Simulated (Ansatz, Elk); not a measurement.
# How far do independent atoms describe MnAg2Br2Cl2?

Structure refinements treat a crystal as free atoms side by side. For a made-up structure of MnAg2Br2Cl2 (cell and positions from a PBEsol relaxation) the runs below show what the calculated density changes in F(hkl).

Main program and level: Elk 11.2.3 (patched build); DFT, PBE, all-electron APW+lo, Dirac cores, scalar-relativistic bands, static density, ferromagnetic start.

This account leaves out most program logs.

The structure was built from a prototype and need not be the compound's stable phase.

## 1. The starting structure

Symmetry: I4/mmm, No. 139, tetragonal system. Conventional cell: a = 5.332 Å, b = 5.332 Å, c = 12.216 Å, α = 90.00°, β = 90.00°, γ = 90.00°. Nearest to Ag lie 1 Cl at 2.42 Å and 1 Ag at 2.69 Å and 4 Br at 2.99 Å. Nearest to Br lie 2 Mn at 2.67 Å and 4 Ag at 2.99 Å. Mn has 2 Cl at 2.34 Å and 4 Br at 2.67 Å nearest. Cl has 1 Mn at 2.34 Å and 1 Ag at 2.42 Å nearest. Farther neighbours and most contacts between anions are not listed.

## 2. Ground state and structure factors

An all-electron density is needed, since X-rays see the cores too. Task 0 finds the density and task 195 Fourier-transforms it; tshift is off so that phases refer to the origin typed.

Contents of elk.in:

```
tasks
  0
  195
  196

xctype
  20

spinpol
  .true.

rgkmax
  7.0

gmaxvr
  14.0

lmaxo
  7

lmaxapw
  8

swidth
  0.002

tshift
  .false.

ramdisk
  .false.

hmaxvr
  5.5

maxscl
  120

epspot
  1e-06

reducebf
  0.8

sppath
  './'

avec
  -5.03831879913 5.03831879913 11.54247015060
  5.03831879913 -5.03831879913 11.54247015060
  5.03831879913 5.03831879913 -11.54247015060

atoms
  4
  'Ag.in'
  2
  0.6102594514 0.6102594514 0.0000000000   0.000000 0.000000 0.000000
  0.3897405486 0.3897405486 0.0000000000   0.000000 0.000000 0.000000
  'Br.in'
  2
  0.0000000000 0.5000000000 0.5000000000   0.000000 0.000000 0.000000
  0.5000000000 0.0000000000 0.5000000000   0.000000 0.000000 0.000000
  'Mn.in'
  1
  0.0000000000 0.0000000000 -0.0000000000   0.000000 0.000000 -0.205000
  'Cl.in'
  2
  0.8080465032 0.8080465032 -0.0000000000   0.000000 0.000000 0.000000
  0.1919534968 0.1919534968 -0.0000000000   0.000000 0.000000 0.000000

ngridk
  5 5 5
```

On the command line:

```sh
$ OMP_NUM_THREADS=4 elk
```

Run time: 7.9 min. Hardware: 4 threads of Arm Neoverse V1, shared host; peak memory 0.78 GiB; 26 min of CPU time.

SFACRHO.OUT:

```text

h k l indices transformed by vhmat matrix:
   1.000000000       0.000000000       0.000000000    
   0.000000000       1.000000000       0.000000000    
   0.000000000       0.000000000       1.000000000    

      h      k      l  multipl.   |H|            Re(F)            Im(F)           |F|

      0      0      0      1   0.0000000       223.00000     -0.62328708E-15   223.00000    
     -1     -1      1      2  0.54435361       82.559842      0.20331073E-14   82.559842    
      1      0     -1      8  0.68035445      -33.846994      0.14231751E-13   33.846994    
      0      0     -1      4  0.88181854       72.143387      0.19429425E-13   72.143387    
     -2     -1      2      8   1.0273869       35.938908     -0.30496609E-14   35.938908    
      0     -2      1      8   1.0363034      -44.331197      0.40662146E-14   44.331197    
      2      2     -2      2   1.0887072       7.2630703      0.20331073E-14   7.2630703    
     -1      1     -1      4   1.2470797       178.73374     -0.18420536E-13   178.73374    
     -2      0      2      8   1.3607089       70.230905      0.20331073E-13   70.230905    
      2      2     -3      8   1.4010308      -103.08140      0.16264858E-13   103.08140    
      2     -1     -1     16   1.4205950      -30.441796     -0.45744914E-13   30.441796    
     -2     -3      2      8   1.4969326       109.42790      0.25413841E-14   109.42790    
      2      1     -3     16   1.6157759       32.831568     -0.50827682E-14   32.831568    
     -3     -3      3      2   1.6330608       44.234466     -0.60993218E-14   44.234466    
     -1     -3      1      8   1.6554429       5.4938612     -0.38629038E-13   5.4938612    
      0      0      2      4   1.7636371       156.01926      0.31661496E-13   156.01926    
     -1      3     -1      8   1.8457347       63.119268     -0.43711806E-13   63.119268    
     -2     -4      3      8   1.8559342      -56.377696     -0.50827682E-14   56.377696
```

Elk indexes on the primitive cell of elk.in and gives |H| = 4π sin θ/λ in inverse bohr. Below, one row stands for each form hkl of the conventional cell (m members, Friedel mates merged), F is for one primitive cell and the density is static (no thermal factor). Free-atom factors are Waasmaier and Kirfel's, and R is Σm||F|−|F'||/Σm|F|.

```
hkl   m  sin θ/λ (Å⁻¹)  abs F, DFT  neutral atoms   diff.     ions   diff.
002   2          0.082      82.560         82.724  -0.164   81.672  +0.888
101   8          0.102      33.847         34.130  -0.283   33.946  -0.099
110   4          0.133      72.143         72.226  -0.083   71.688  +0.456
103   8          0.154      35.939         36.454  -0.515   36.017  -0.079
112   8          0.156      44.331         44.020  +0.312   44.429  -0.098
004   2          0.164       7.263          6.856  +0.407    7.073  +0.190
200   4          0.188     178.734        178.619  +0.115  178.573  +0.161
202   8          0.205      70.231         70.212  +0.019   70.249  -0.019
114   8          0.211     103.081        103.209  -0.128  102.935  +0.146
211  16          0.214      30.442         30.626  -0.185   30.468  -0.026
105   8          0.225     109.428        109.532  -0.104  109.572  -0.144
213  16          0.243      32.832         32.992  -0.160   33.213  -0.381
006   2          0.246      44.234         44.214  +0.021   44.217  +0.018
204   8          0.249       5.494          5.465  +0.029    5.516  -0.022
220   4          0.265     156.019        156.254  -0.235  156.196  -0.177
222   8          0.278      63.119         63.222  -0.103   63.343  -0.224
116   8          0.279      56.378         56.555  -0.177   56.391  -0.013
301   8          0.284      27.686         27.858  -0.172   27.770  -0.085
215  16          0.293      96.864         97.016  -0.151   97.054  -0.190
310   8          0.296      52.420         52.428  -0.008   52.550  -0.129
107   8          0.301       3.635          3.684  -0.048    3.515  +0.120
303   8          0.307      30.067         29.954  +0.113   30.161  -0.094
```

The ions are Mn2+, Ag+, Br− and Cl−, by formal charge.

## 3. The magnetisation density

The same run holds the spin density, and task 196 transforms it. The order is that of the start, and no other was tried.

SFACMAG_1.OUT:

```text

h k l indices transformed by vhmat matrix:
   1.000000000       0.000000000       0.000000000    
   0.000000000       1.000000000       0.000000000    
   0.000000000       0.000000000       1.000000000    

      h      k      l  multipl.   |H|            Re(F)            Im(F)           |F|

      0      0      0      1   0.0000000       4.9696554     -0.24929352E-16   4.9696554    
     -1     -1      1      2  0.54435361       4.2381439      0.11714192E-15   4.2381439    
      1      0     -1      8  0.68035445       4.0203122     -0.63534602E-16   4.0203122    
      0      0     -1      4  0.88181854       3.7140900     -0.25713177E-16   3.7140900    
     -2     -1      2      8   1.0273869       3.4498459      0.58570962E-16   3.4498459    
      0     -2      1      8   1.0363034       3.2884435     -0.41694583E-16   3.2884435    
      2      2     -2      2   1.0887072       3.5426461      0.81403709E-16   3.5426461    
     -1      1     -1      4   1.2470797       3.0859724      0.43351567E-16   3.0859724    
     -2      0      2      8   1.3607089       2.7926543     -0.68498243E-16   2.7926543    
      2      2     -3      8   1.4010308       2.8014973      0.39709127E-17   2.8014973    
      2     -1     -1     16   1.4205950       2.6842034      0.40701855E-16   2.6842034    
     -2     -3      2      8   1.4969326       2.7334610     -0.45913678E-16   2.7334610    
      2      1     -3     16   1.6157759       2.3613306      0.89345535E-17   2.3613306    
     -3     -3      3      2   1.6330608       2.4514343     -0.39709127E-17   2.4514343    
     -1     -3      1      8   1.6554429       2.3649409      0.40701855E-16   2.3649409    
      0      0      2      4   1.7636371       2.1233714     -0.46498886E-16   2.1233714
```

The total moment is 4.97 μB a cell; sphere moments: Ag1 +0.02, Ag2 +0.02, Br3 +0.06, Br4 +0.06, Mn5 +4.35, Cl6 +0.06, Cl7 +0.06 μB. Polarised neutrons measure spin and orbital magnetisation together; without spin-orbit coupling the run gives the spin part:

| hkl | sin θ/λ (Å⁻¹) | abs F_M (μB) |
| --- | --- | --- |
| 002 | 0.082 | 4.238 |
| 101 | 0.102 | 4.020 |
| 110 | 0.133 | 3.714 |
| 103 | 0.154 | 3.450 |
| 112 | 0.156 | 3.288 |
| 004 | 0.164 | 3.543 |
| 200 | 0.188 | 3.086 |
| 202 | 0.205 | 2.793 |
| 114 | 0.211 | 2.801 |
| 211 | 0.214 | 2.684 |
| 105 | 0.225 | 2.733 |
| 213 | 0.243 | 2.361 |
| 006 | 0.246 | 2.451 |
| 204 | 0.249 | 2.365 |

## 4. The highest occupied states alone

An energy window below the Fermi level keeps the highest occupied states, to see at which angles they scatter; shallow core shells can lie inside it and anion s states outside. No new self-consistency is needed.

elk.in, as its differences from that of step 2:

```diff
@@ -1,5 +1,3 @@
 tasks
-  0
   195
-  196
 
@@ -44,2 +42,5 @@
 
+wsfac
+  -0.450150 0.401090
+
 sppath
```

On the command line:

```sh
$ OMP_NUM_THREADS=4 elk
```

Run time: 33 s. Hardware: 4 threads; peak memory 0.44 GiB.

States within 15 eV below the Fermi level hold 53.00 electrons; any levels below the window count with the cores. Their amplitudes can exceed the total, where window and core parts have opposite phase:

```
hkl  sin θ/λ (Å⁻¹)  abs F, window  abs F, all
002          0.082          8.243      82.560
101          0.102          4.270      33.847
110          0.133         22.818      72.143
103          0.154          3.449      35.939
112          0.156          3.581      44.331
004          0.164          3.383       7.263
200          0.188         23.025     178.734
202          0.205          3.597      70.231
114          0.211          7.349     103.081
211          0.214          2.669      30.442
```

## 5. Another functional

The difference from free atoms is small, so it is set against the change that LDA (Perdew-Wang) makes.

elk.in, as its differences from that of step 4:

```diff
@@ -1,6 +1,8 @@
 tasks
+  0
   195
+  196
 
 xctype
-  20
+  3
 
@@ -42,5 +44,2 @@
 
-wsfac
-  -0.450150 0.401090
-
 sppath
```

On the command line:

```sh
$ OMP_NUM_THREADS=4 elk
```

It took 4.2 min on 4 threads; peak memory 0.62 GiB.

Against the first run R = 0.06 %; the largest change is -0.111 at 200. The moment goes from 4.97 to 4.93 μB.

## 6. Basis size

A smaller basis shows how fast F responds to it; the change is likely larger than the basis error of the first run, but doesn't show convergence.

elk.in, as its differences from that of step 5:

```diff
@@ -6,3 +6,3 @@
 xctype
-  3
+  20
 
@@ -12,3 +12,3 @@
 rgkmax
-  7.0
+  5.5
```

On the command line:

```sh
$ OMP_NUM_THREADS=4 elk
```

Run time: 7.5 min. Hardware: 4 threads; peak memory 0.76 GiB; 24 min of CPU time.

Against the first run R = 0.06 %; the largest change is -0.165 at 200. The moment goes from 4.97 to 4.95 μB.

## 7. With a Hubbard U

A Hubbard U is put on the d shell, to see how far it moves the factors.

elk.in, as its differences from that of step 6:

```diff
@@ -12,3 +12,3 @@
 rgkmax
-  5.5
+  7.0
 
@@ -72 +72,5 @@
   5 5 5
+
+dft+u
+  1 1
+  3 2 0.143322 0.000000
```

On the command line:

```sh
$ OMP_NUM_THREADS=4 elk
```

Run time: 10 min. Hardware: 4 threads; peak memory 0.8 GiB.

## 8. Settings against the effect

| run | R against the first run (%) | R against neutral atoms, low angle (%) | wall time |
| --- | --- | --- | --- |
| PBE, rgkmax 7 | 0.00 | 0.28 | 7.9 min |
| LDA (Perdew-Wang) | 0.06 | 0.30 | 4.2 min |
| rgkmax 5.5 | 0.06 | 0.28 | 7.5 min |

## 9. What came out

```
R against neutral atoms, sin θ/λ < 0.3 Å⁻¹ : 0.28 %
R against neutral atoms, 0.3 to 0.66 Å⁻¹   : 0.19 %
R against ions, below 0.3 Å⁻¹              : 0.25 %
```

What this shows: Independent neutral atoms miss the calculated amplitudes by R = 0.28 % below 0.3 Å⁻¹ and 0.19 % from there to 0.66 Å⁻¹; by shells, 0.40 % below 0.15 Å⁻¹ (3 forms), 0.27 % 0.15 to 0.3 (17 forms), 0.20 % 0.3 to 0.45 (36 forms), 0.18 % above 0.45 (93 forms). Bonding, aspherical density and the tables' own atoms all enter these figures, and the runs don't part them. The largest change of an amplitude is -0.51 electrons, at 103. Formal ions give R = 0.25 % at low angle, no better and no worse than neutral atoms. The magnetic order is that of the start. No other order was tried here, and an antiferromagnetic one would change or move the magnetic intensity. The window's part falls from 53.0 electrons at the origin to at most 1.14 between 0.45 and 0.66 Å⁻¹, where compact states inside the window still scatter. Below 0.3 Å⁻¹ the changes that finished (LDA (Perdew-Wang) and rgkmax 5.5) move F by R = 0.06 % at most, against the 0.28 % that separates it from free atoms. A single amplitude moves by up to 0.17 electrons, against 0.51 for the largest difference from free atoms. The magnetic factors move by R = 1.5 % (LDA (Perdew-Wang)) and 0.7 % (rgkmax 5.5). The k-mesh has no finished test. Part of the difference isn't bonding: the tables are fits to free atoms and ions calculated by other methods than this functional. Thermal motion, anomalous dispersion and extinction are left out.

[Logs are printed without paths, hosts, clocks, repeated set-up lines and the standing remarks that a program may print on its own settings, such as how far it seeks lower states.]

[Hosts, paths, dates, database ids (printed as entryN), source tags and the programs' standing remarks are cut or masked in the printed files.]
